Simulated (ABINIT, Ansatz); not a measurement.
Records of electronic-structure calculations.

## How the form of the self-energy moves the gap of Rb2AlTlH6 (Fm-3m)

It takes space group Fm-3m (No. 225, cubic). The conventional cell has a = 8.687 Å, b = 8.687 Å, c = 8.687 Å, α = 90.00°, β = 90.00°, γ = 90.00°. Nearest to Rb lie 12 H at 3.10 Å. Nearest to Al lie 6 H at 1.79 Å. Tl has 6 H at 2.56 Å nearest. H has 1 Al at 1.79 Å and 4 H at 2.53 Å and 1 Tl at 2.56 Å and 4 Rb at 3.10 Å nearest. Farther neighbours, and contacts between anions beyond the nearest, are not listed.

```
Rb Al Tl H
1.0
     0.00000    4.34337    4.34337
     4.34336    0.00000    4.34336
     4.34336    4.34337    0.00000
Rb Al Tl H
2 1 1 6
Direct
  0.25000 0.25000 0.25000
  0.75000 0.75000 0.75000
  0.50000 0.50000 0.50000
  0.00000 0.00000 0.00000
  0.29416 0.70584 0.70584
  0.29416 0.70584 0.29416
  0.70584 0.29416 0.70584
  0.70584 0.70584 0.29416
  0.29416 0.29416 0.70584
  0.70584 0.29416 0.29416
```

```
method                             : RPA screening on LDA, plane waves, norm-conserving pseudopotentials (and 4 further levels or steps)
program                            : ABINIT 10.8.3
settings                           : cutoff 31 Ha, PseudoDojo scalar-relativistic 0.4.1 standard, norm-conserving, ngkpt (2, 2, 2), nband 128, ecuteps 4.2 Ha, gwcalctyp 2, nfreqre 16, nfreqim 8, inclvkb 2, freqremax 40 eV, spmeth 1, nomegasf 120, shiftk (0, 0, 0), symchi 1, awtr 1, frequency cd, 2×2×2 k-mesh
cost                               : 9 runs, 6.2 min in all on 4 MPI ranks of Arm Neoverse V1, shared host
notes                              : The program’s warnings: Min real frequency set to default [Ha] = and nproc spkpt=  >= nkpt= * nsppol=. The cell and positions are those that the Materials Project relaxed with its own functionals (PBE, PBE+U or r2SCAN), kept fixed. Limits: no spin-orbit coupling. Static COHSEX lies above G0W0: it lacks the factor Z and overstates the Coulomb hole of the filled states. The 2×2×2 mesh is coarse for this cell, which bears on the long-range parts of exchange and screening. The norm-conserving file of at least one element keeps a d shell over frozen s and p shells of the same row. Exchange with those shells is missing from the self-energy, an error of 0.3 to 0.9 eV in cases checked, whose sign depends on which edge lies on those atoms.
G0W0, Godby-Needs plasmon pole     : 1.421 eV
G0W0, Hybertsen-Louie plasmon pole : 1.466 eV
G0W0, Engel-Farid plasmon pole     : 1.418 eV
one-shot COHSEX                    : 2.366 eV
one-shot Hartree-Fock              : 5.939 eV
G0W0, contour deformation          : 1.392 eV
known limits                       : short of the basis limit; exchange with frozen shells missing; no spin-orbit coupling; coarse k mesh
```

G0W0, Hybertsen-Louie plasmon pole: +0.045 eV against G0W0, Godby-Needs plasmon pole. G0W0, Engel-Farid plasmon pole: −0.003 eV against G0W0, Godby-Needs plasmon pole.

[Long decimals in the printed logs are rounded to 6 places.]

[Logs are printed without paths, hosts, clocks, repeated set-up lines and the standing remarks that a program may print on its own settings, such as how far it seeks lower states.]

[Paths, hosts, dates, memory and timing lines, banners, echoed tables and standing remarks are left out of the program output; an Ansatz launch command may be rebuilt from the run's recorded settings. Measured values are a selection of at most five: reports struck by readers or far from the other reports are left out. None is set beside runs whose start may be inverted or whose files or cutoffs have a known fault.]

[Runs of the session that timed out or met a known fault of the program may be left out.]

[Hosts, paths, dates, database ids (printed as entryN), source tags and the programs' standing remarks are cut or masked in the printed files.]

[G0W0 gaps are taken among the corrected bands and points alone; a level outside them can change the order at an edge.]

[Where Ansatz stands beside ABINIT at settings called matched, ABINIT's density can come from a denser mesh and the files from another edition; pairs whose starting gaps differed by over 0.03 eV were left out, so agreement reads better than it is.]
